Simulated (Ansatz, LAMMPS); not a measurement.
## Glassy 65SiO2-14Al2O3-11MgO-11Na2O (mol %) (117 atoms): geometry optimisation

How does glassy 65SiO2-14Al2O3-11MgO-11Na2O (mol %) (117 atoms) relax, and what do bonds, charges and levels look like afterwards?

Program: Ansatz 0.2.0. Level of theory: Kohn-Sham DFT, revPBE, PAW (set soft_2), plane waves. Results are calculated unless marked as measured.

## (1) Set-up

The cell holds 117 atoms: 24 Si, 10 Al, 4 Mg, 8 Na and 71 O. Its edges and angles: a = 11.634 Å, b = 11.634 Å, c = 11.634 Å, α = 90.0°, β = 90.0°, γ = 90.0°. 117 atoms (24 Si, 10 Al, 4 Mg, 8 Na, 71 O) placed at random at 2.48 g/cm³, melted at 4000 K for 10 ps at fixed volume with the Morse and Coulomb pair potential with partial charges (Pedone, Malavasi, Menziani, Cormack and Segre, J. Phys. Chem. B 110, 11780 (2006)). Quenched from 4000 K to 300 K at 25 K/ps and fixed volume, held 10 ps at zero pressure.

Before any run, some limits are plain. The quench rate of 25 K/ps is many orders above laboratory rates, so the cell is likely richer in defects and strain than a real sample. The network of bonds at the start is that of the classical potential that made the cell. Only the Γ point is sampled, in a cell whose shortest periodic width is 12 Å.

## (2) The classical run that made the cell

A classical potential supplies the starting structure, since it reaches far longer times than DFT.

This step: classical MD, Morse and Coulomb pair potential with partial charges (Pedone, Malavasi, Menziani, Cormack and Segre, J. Phys. Chem. B 110, 11780 (2006)) (LAMMPS 22 Jul 2025 - Update 4).

Contents of in.lmp:

```
# melt-quench of Si24Al10Mg4Na8O71
units metal
atom_style charge
boundary p p p
region box block 0 11.6491 0 11.6491 0 11.6491
create_box 5 box
mass 1 28.0850   # Si
mass 2 26.9815   # Al
mass 3 24.3050   # Mg
mass 4 22.9898   # Na
mass 5 15.9990   # O
create_atoms 1 random 24 731303 NULL overlap 1.5 maxtry 2000
create_atoms 2 random 10 731310 NULL overlap 1.5 maxtry 2000
create_atoms 3 random 4 731317 NULL overlap 1.5 maxtry 2000
create_atoms 4 random 8 731324 NULL overlap 1.5 maxtry 2000
create_atoms 5 random 71 731331 NULL overlap 1.5 maxtry 2000
pair_style hybrid/overlay pedone 5.5 coul/long 8.0
pair_coeff * * coul/long
pair_coeff 1 5 pedone 0.340554 2.006700 2.100000 1   # Si-O
pair_coeff 2 5 pedone 0.361581 1.900442 2.164818 0.9   # Al-O
pair_coeff 3 5 pedone 0.038908 2.281000 2.586153 5   # Mg-O
pair_coeff 4 5 pedone 0.023363 1.763867 3.006315 5   # Na-O
pair_coeff 5 5 pedone 0.042395 1.379316 3.618701 22   # O-O
set type 1 charge 2.4
set type 2 charge 1.8
set type 3 charge 1.2
set type 4 charge 0.6
set type 5 charge -1.2
kspace_style pppm 1.0e-4
neigh_modify delay 0 every 1 check yes
thermo_style custom step time temp pe press density
thermo_modify norm yes
timestep 0.002
thermo 100
# [... 15 lines left out ...]
fix md all nvt temp 4000 300 0.2
run 74000 post no
unfix md
thermo 1666
fix md all npt temp 300 300 0.2 iso 0 0 2
run 5000 post no
unfix md
write_dump all custom glass.dump id type xs ys zs modify sort id
```

Started as:

```
$ lmp -in in.lmp -log none -nocite
```

Numbers of over 12 decimals in the logs are rounded to 6 here.

Output:

```text
LAMMPS (22 Jul 2025 - Update 4)
Created orthogonal box = (0 0 0) to (11.6491 11.6491 11.6491)
Created 24 atoms
Created 10 atoms
Created 4 atoms
Created 8 atoms
Created 71 atoms
PPPM initialization ...
  G vector (1/distance) = 0.37619174
  grid = 12 12 12
  estimated relative force accuracy = 7.6055145e-05
   Step          Time           Temp          PotEng         Press         Density
         0   0              0             -1.6022395      644105.9       2.4800113
        85   0.17           0             -14.622668     -33183.034      2.4800113
Loop time of 0.0718046 s on 1 MPI rank(s) for 85 steps with 117 atoms
Minimization stats:
[... 18 lines left out ...]
[... 1 line left out ...]
Loop time of 2.69512 s on 1 MPI rank(s) for 5000 steps with 117 atoms
   Step          Time           Temp          PotEng         Press         Density
[... 12 lines left out ...]
Loop time of 38.0083 s on 1 MPI rank(s) for 74000 steps with 117 atoms
   Step          Time           Temp          PotEng         Press         Density
[... 1 line left out ...]
     81634   163.268        320.87779     -14.731283      3103.7002      2.4975078
     83300   166.6          300.45903     -14.728559      6308.4943      2.5327626
     84966   169.932        321.90236     -14.725504     -2143.6688      2.4692634
     85000   170            367.39381     -14.729837      9969.1089      2.4894915
Loop time of 3.27451 s on 1 MPI rank(s) for 5000 steps with 117 atoms
```

Elapsed: 45 s, on 1 thread of Arm Neoverse V1, shared host; peak memory 0.069 GiB.

## (3) Single point at the start

A single point comes first, to see the forces before anything moves.

Contents of input.yaml:

```yaml
crystal:
  lattice:
    - [11.63429, 0.0, 0.0]
    - [0.0, 11.63429, 0.0]
    - [0.0, 0.0, 11.63429]
  atoms:
    - { symbol: Si, position: [0.03696, 0.16303, 0.17101] }
    - { symbol: Si, position: [0.07379, 0.26765, 0.72647] }
    - { symbol: Si, position: [0.26684, 0.97031, 0.89871] }
    - { symbol: Si, position: [0.7697, 0.14422, 0.19129] }
    - { symbol: Si, position: [0.33838, 0.71373, 0.9374] }
    - { symbol: Si, position: [0.39372, 0.63996, 0.27519] }
    - { symbol: Si, position: [0.33446, 0.58222, 0.70801] }
    - { symbol: Si, position: [0.2561, 0.9267, 0.63703] }
    - { symbol: Si, position: [0.65405, 0.69043, 0.2716] }
    - { symbol: Si, position: [0.14383, 0.96409, 0.29288] }
    - { symbol: Si, position: [0.02749, 0.08689, 0.91735] }
    - { symbol: Si, position: [0.46419, 0.84507, 0.527] }
    - { symbol: Si, position: [0.6915, 0.32559, 0.75716] }
    - { symbol: Si, position: [0.67096, 0.21793, 0.43501] }
    - { symbol: Si, position: [0.5898, 0.97786, 0.72869] }
    - { symbol: Si, position: [0.75654, 0.4652, 0.46563] }
    - { symbol: Si, position: [0.99669, 0.57455, 0.13028] }
    - { symbol: Si, position: [0.52148, 0.58174, 0.53566] }
    - { symbol: Si, position: [0.62538, 0.93051, 0.14982] }
    - { symbol: Si, position: [0.63207, 0.29377, 0.02397] }
    - { symbol: Si, position: [0.26334, 0.50843, 0.09074] }
    - { symbol: Si, position: [0.42491, 0.3409, 0.44305] }
    - { symbol: Si, position: [0.59088, 0.78516, 0.92376] }
    - { symbol: Si, position: [0.02475, 0.73111, 0.35861] }
    - { symbol: Al, position: [0.21134, 0.57915, 0.4673] }
    - { symbol: Al, position: [0.79438, 0.09941, 0.63237] }
    - { symbol: Al, position: [0.42293, 0.31904, 0.70714] }
    - { symbol: Al, position: [0.19573, 0.31791, 0.34782] }
    - { symbol: Al, position: [0.27327, 0.35893, 0.87359] }
    - { symbol: Al, position: [0.75484, 0.47458, 0.18069] }
    - { symbol: Al, position: [0.81921, 0.69056, 0.49635] }
    - { symbol: Al, position: [0.40532, 0.90902, 0.26694] }
    - { symbol: Al, position: [0.26619, 0.18074, 0.56579] }
    - { symbol: Al, position: [0.45297, 0.14353, 0.90379] }
    - { symbol: Mg, position: [0.7414, 0.61413, 0.73872] }
    - { symbol: Mg, position: [0.98755, 0.91977, 0.52895] }
    - { symbol: Mg, position: [0.03241, 0.14222, 0.49079] }
    - { symbol: Mg, position: [0.01493, 0.46623, 0.52111] }
    - { symbol: Na, position: [0.84829, 0.8349, 0.99925] }
    - { symbol: Na, position: [0.71728, 0.91369, 0.43468] }
    - { symbol: Na, position: [0.36126, 0.14352, 0.15582] }
    - { symbol: Na, position: [0.10008, 0.80481, 0.07851] }
    - { symbol: Na, position: [0.764, 0.11162, 0.89501] }
    - { symbol: Na, position: [0.86982, 0.85595, 0.76355] }
    - { symbol: Na, position: [0.95364, 0.33715, 0.9679] }
    - { symbol: Na, position: [0.77102, 0.56097, 0.9695] }
    - { symbol: O, position: [0.37799, 0.76702, 0.22294] }
    - { symbol: O, position: [0.7328, 0.01243, 0.18545] }
    - { symbol: O, position: [0.33871, 0.44992, 0.77264] }
    - { symbol: O, position: [0.72572, 0.99897, 0.72683] }
    - { symbol: O, position: [0.24648, 0.56442, 0.60976] }
    - { symbol: O, position: [0.99911, 0.17046, 0.81412] }
    - { symbol: O, position: [0.10218, 0.82653, 0.29094] }
    - { symbol: O, position: [0.14058, 0.02125, 0.91402] }
    - { symbol: O, position: [0.70738, 0.20014, 0.29874] }
    - { symbol: O, position: [0.97505, 0.65141, 0.0228] }
    - { symbol: O, position: [0.08943, 0.65381, 0.44579] }
    - { symbol: O, position: [0.8986, 0.47164, 0.1268] }
    - { symbol: O, position: [0.12963, 0.34693, 0.82929] }
    - { symbol: O, position: [0.86541, 0.53869, 0.51259] }
    - { symbol: O, position: [0.28984, 0.03843, 0.56221] }
    - { symbol: O, position: [0.90495, 0.16308, 0.21888] }
    - { symbol: O, position: [0.29088, 0.95612, 0.76802] }
    - { symbol: O, position: [0.35465, 0.05241, 0.96182] }
    - { symbol: O, position: [0.11738, 0.24949, 0.23693] }
    - { symbol: O, position: [0.4733, 0.72276, 0.96641] }
    - { symbol: O, position: [0.2892, 0.39666, 0.01392] }
    - { symbol: O, position: [0.37185, 0.24909, 0.83361] }
    - { symbol: O, position: [0.53134, 0.63051, 0.29471] }
    - { symbol: O, position: [0.71231, 0.62008, 0.17176] }
    - { symbol: O, position: [0.53006, 0.72148, 0.5166] }
    - { symbol: O, position: [0.08888, 0.03534, 0.18883] }
    - { symbol: O, position: [0.7511, 0.44902, 0.74695] }
    - { symbol: O, position: [0.53297, 0.933, 0.61653] }
    - { symbol: O, position: [0.17742, 0.19858, 0.67971] }
    - { symbol: O, position: [0.17625, 0.21805, 0.45621] }
    - { symbol: O, position: [0.78888, 0.73418, 0.63397] }
    - { symbol: O, position: [0.34317, 0.53997, 0.20022] }
    [... 33 atom lines left out ...]
    - { symbol: O, position: [0.98176, 0.64828, 0.24932] }
    - { symbol: O, position: [0.73069, 0.69488, 0.38146] }
    - { symbol: O, position: [0.70025, 0.10727, 0.51021] }
    - { symbol: O, position: [0.33966, 0.3294, 0.33875] }
    - { symbol: O, position: [0.64938, 0.40638, 0.09907] }
    - { symbol: O, position: [0.53241, 0.08656, 0.79659] }
kpoints:
  mp_grid: { grid: [1, 1, 1] }
hamiltonian:
  xc: revpbe
scf:
  occupations: { method: fixed }
output:
  forces: true
  stress: true
  populations: intrinsic
  dos:
    method: { smearing: { sigma: 0.1 } }
    de: 0.1
    projected: { site_lists: { Al: [Al], Mg: [Mg], Na: [Na], O: [O], Si: [Si] } }
  eigenvalues: true
```

Started as:

```
$ ansatz run input.yaml --threads 4 --pin off --max-ram 8192MiB --backend cpu --events-out ev --progress --plain --runs-dir out
```

Output:

```text
Engine: ansatz 0.2.0, aarch64-unknown-linux-gnu
Pseudopotentials: kind: paw
Pseudopotential: Si, paw, valence charge 4, recommended cutoff 420 eV (normal), Si.paw.azcp
Pseudopotential: Al, paw, valence charge 3, recommended cutoff 420 eV (normal), Al.paw.azcp
Pseudopotential: Mg, paw, valence charge 10, recommended cutoff 420 eV (normal), Mg.paw.azcp
Pseudopotential: Na, paw, valence charge 9, recommended cutoff 420 eV (normal), Na.paw.azcp
Pseudopotential: O, paw, valence charge 6, recommended cutoff 420 eV (normal), O.paw.azcp
[... 5 lines on functional and potentials left out ...]
Crystal: 117 atoms, lattice volume = 1574.779 Å³
Basis set: ecut = 420 eV, 30839 PW (Γ), exchange–correlation on 160×160×160 points (8 copies of the dense FFT grid, shifted against one another)
Bands: 449, of which v1, the nominal top of the filled ones, is band 332 counted from 1 (331 counted from 0)
Symmetry: 1 space group operations
Space group: P1 (ITA 1), of the structure as read, at distance tolerance 1.2e-4 Å
k-points: 1
[... 16 lines on functional and potentials left out ...]
Initial density: superposition of atomic densities (neutral atoms: chi_scale 0, normalization atom), corrected by the library's trained network
Initial wavefunctions: pseudopotential atomic-orbital guess
Functional: x = revpbe(κ = 1.245, μ = 0.219515), c = pbe(β = 0.066725)
SCF iter   1: F=—  HF=-80821.530683 eV  |F-HF|=—  |Δ(HF+E_count)|=         —  Δρ=3.71e-3  dr2=2.61e-1  ethr=1.77e-3  ⟨swp⟩=4.0  Hψ=1686  notcnv=0  defer=114
preconditioner: auto → Resta (q_TF=auto, 2.363 Å⁻¹)  ε∞=2.8  [insulator: Δε(μ)=3.378 eV  Ē_g=17.193 eV  n_scr=364 (ndim 8)  ℏωp=23.2 eV  f_vac=0.162  ε∞_Penn≈2.8]
SCF iter   2: F=—  HF=-80821.495603 eV  |F-HF|=—  |Δ(HF+E_count)|=   3.51e-2  Δρ=1.86e-3  dr2=4.62e-2  ethr=3.93e-5  ⟨swp⟩=2.0  Hψ=839  notcnv=0  defer=115
SCF iter   3: F=—  HF=-80821.500338 eV  |F-HF|=—  |Δ(HF+E_count)|=   4.73e-3  Δρ=7.29e-4  dr2=1.36e-2  ethr=6.96e-6  ⟨swp⟩=3.0  Hψ=555  notcnv=0  defer=115
SCF iter   4: F=—  HF=-80821.502396 eV  |F-HF|=—  |Δ(HF+E_count)|=   2.06e-3  Δρ=2.81e-4  dr2=1.30e-3  ethr=2.05e-6  ⟨swp⟩=3.0  Hψ=559  notcnv=0  defer=115
SCF iter   5: F=—  HF=-80821.502715 eV  |F-HF|=—  |Δ(HF+E_count)|=   3.19e-4  Δρ=1.48e-4  dr2=3.41e-4  ethr=1.95e-7  ⟨swp⟩=2.0  Hψ=646  notcnv=0  defer=115
SCF iter   6: F=—  HF=-80821.502892 eV  |F-HF|=—  |Δ(HF+E_count)|=   1.77e-4  Δρ=4.46e-5  dr2=3.68e-5  ethr=5.14e-8  ⟨swp⟩=2.0  Hψ=554  notcnv=0  defer=115
SCF iter   7: F=—  HF=-80821.502317 eV  |F-HF|=—  |Δ(HF+E_count)|=   5.75e-4  Δρ=1.91e-5  dr2=5.52e-6  ethr=5.54e-9  ⟨swp⟩=3.0  Hψ=783  notcnv=0  defer=114
SCF iter   8: F=—  HF=-80821.502323 eV  |F-HF|=—  |Δ(HF+E_count)|=   6.34e-6  Δρ=9.13e-6  dr2=1.23e-6  ethr=8.32e-10  ⟨swp⟩=2.0  Hψ=667  notcnv=0  defer=114
SCF iter   9: F=—  HF=-80821.502324 eV  |F-HF|=—  |Δ(HF+E_count)|=   1.15e-6  Δρ=2.74e-6  dr2=1.23e-7  ethr=1.85e-10  ⟨swp⟩=2.0  Hψ=568  notcnv=0  defer=115
SCF iter  10: F=-80821.502324 eV  HF=-80821.502324 eV  |F-HF|=1.31e-8  |Δ(HF+E_count)|=   1.15e-7  Δρ=1.51e-6  dr2=3.37e-8  ethr=1.51e-11  ⟨swp⟩=16.0  Hψ=3115  notcnv=0
SCF 1 converged in 10 iterations: F = -80821.502324 eV  dr2 = 3.37e-8
  greatest PAW one-centre occupation: 1.000 electrons in one spin orbital (limit 2), on the Mg atom at site 35 (counted from 0), in its partial waves of l = 0
SCF converged after 10 iterations
Free energy (F): -80821.502324 eV
Harris-Foulkes:  -80821.502324 eV  (|F-HF|=1.31e-8)
Internal energy: -80821.502324 eV  (E = F + TS)
E sigma→0 (E₀):  -80821.502324 eV
Fermi energy:    3.709462 eV
--- Per-component energies (eV) ---
  E_band       = -5276.601991
  E_kinetic    = 15373.192360
  E_local      = -55590.797062  (includes V_loc(G=0)·N_el)
  E_nonlocal   = 5349.931943
  E_hartree    = 20735.220718
  E_xc         = -7507.033727
  E_vxc        = -8775.046314  (∫ρ·V_xc dr)
  E_paw        = -31715.314821  (= ΣΔE_a)
  E_vpaw       = -3104.499737  (= ΣTr[D̂ρ^β])
  E_aug_tail   = 0.180740  (compensation charges beyond the density's cutoff)
  E_ewald      = -27464.967330
  E_core_change = -1.915146  (= ΣΔE_core)
  E_smearing   = -0.000000  (= −TS)
  E_closure    = 0.000000  (closes the sum)
  Σ components = -80821.502324   (vs F -80821.502324, Δ=0.00e0)
--- Forces (eV/Å), atoms counted from 1 ---
  atom   1  Si     0.03789679    -0.89222953    -0.54277763
  atom   2  Si    -0.54135723     0.43929757     2.77331560
  atom   3  Si     0.16971011    -1.07707528     0.02757084
  atom   4  Si     1.22907628     0.20122303     2.30467695
  atom   5  Si     0.62025628     1.55206851    -1.13677006
  atom   6  Si     0.42343755     2.75107729     0.75755945
  atom   7  Si    -0.16934099    -2.06343618     1.71011814
  atom   8  Si     0.08194996     0.38406756    -0.83077606
  atom   9  Si    -0.75684886    -0.53841348    -1.14239958
  atom  10  Si    -3.74813665    -0.38242946     3.03845721
  atom  11  Si    -2.90603305     0.72575167     2.10158637
  atom  12  Si    -0.54960656    -0.75399645     3.18875902
  atom  13  Si    -0.17867860     2.41903867     0.44362417
  atom  14  Si     1.46012407     0.90062725    -0.61384335
[...]
atom 116  O     -0.44622857     0.44846852    -0.03985197
  atom 117  O      1.07333904    -0.61091336    -1.15842291
  max |Σ_I F_I| component: 6.92e-5 eV/Å
--- Stress (GPa, compression-positive) ---
       11.146966      -1.265457       0.126747
       -1.265464       8.011823      -2.489009
        0.126748      -2.489006      10.953642
  P = ⅓ Tr σ = 10.0375 GPa (100.375 kbar)
--- Band table (eV) ---
  k-point 0: bands = ["-71.0474", "-70.4585", "-70.2763", "-69.9550", [... 433 levels ...], "14.1547", "14.1943", "14.2303", "14.2586", "14.2637", "14.3344", "14.3909", "14.3955", "14.4704", "14.4845", "14.5108", "14.5507"]
--- intrinsic populations: 117 sites ---
  site symbol       q [e]
     0     Si      2.2619
     1     Si      2.3297
     2     Si      2.2206
[...]
116      O      6.9385
  spilling = 0.000000 (of n_electrons = 664.000000)
```

The job ended after 33 s (4 threads of Arm Neoverse V1, shared host; peak memory 2.2 GiB; 2.1 min of CPU time).

Reading the cycles: dr2 is the Hartree energy of the density residual (eV), the measure of convergence; HF is the Harris–Foulkes estimate of the energy, which meets the free energy F at convergence.

The run gave:

```yaml
free_energy: -80821.5023 eV
free_energy_per_atom: -690.7821 eV/atom
scf_cycles: 10
pressure: 10.04 GPa
r_m_s_force_component: 1.228 eV/Å
longest_force: 4.84 eV/Å
fermi_energy: 3.709 eV
spacing_of_highest_filled_and_lowest_empty_level: 3.243 eV
```

The r.m.s. force component of 1.2 eV/Å and the pressure of 10 GPa set the starting point.

Neighbours are counted within 2.12 Å (O-Si), 2.33 Å (O-Al), 2.83 Å (O-Na), 2.42 Å (O-Mg).

Length of the force by element and coordination:

```
element  coordination  atoms  mean length of the force (eV/Å)  spread  least   most
     Al           all     10                             1.91   0.889  0.565   3.26
     Mg           all      4                             1.55   0.651   1.15   2.68
     Mg             3      3                             1.18   0.029   1.15   1.22
     Mg             4      1                             2.68       0   2.68   2.68
     Na           all      8                            0.523   0.249  0.155  0.866
     Na             3      3                            0.582   0.203  0.403  0.866
     Na             4      3                            0.471   0.227  0.155  0.677
     Na             5      2                            0.512   0.316  0.195  0.828
      O           all     71                             1.82   0.960  0.378   4.42
      O             2     38                             1.94   0.932  0.383   4.42
      O             3     28                             1.66   0.988  0.378   4.21
      O             4      5                             1.80   0.873  0.783   3.37
     Si           all     24                             2.50    0.94  0.919   4.84
```

[end of part 1 of 3]

[Logs are printed without paths, hosts, clocks, repeated set-up lines and the standing remarks that a program may print on its own settings, such as how far it seeks lower states.]

[Hosts, paths, dates, database ids (printed as entryN), source tags and the programs' standing remarks are cut or masked in the printed files.]
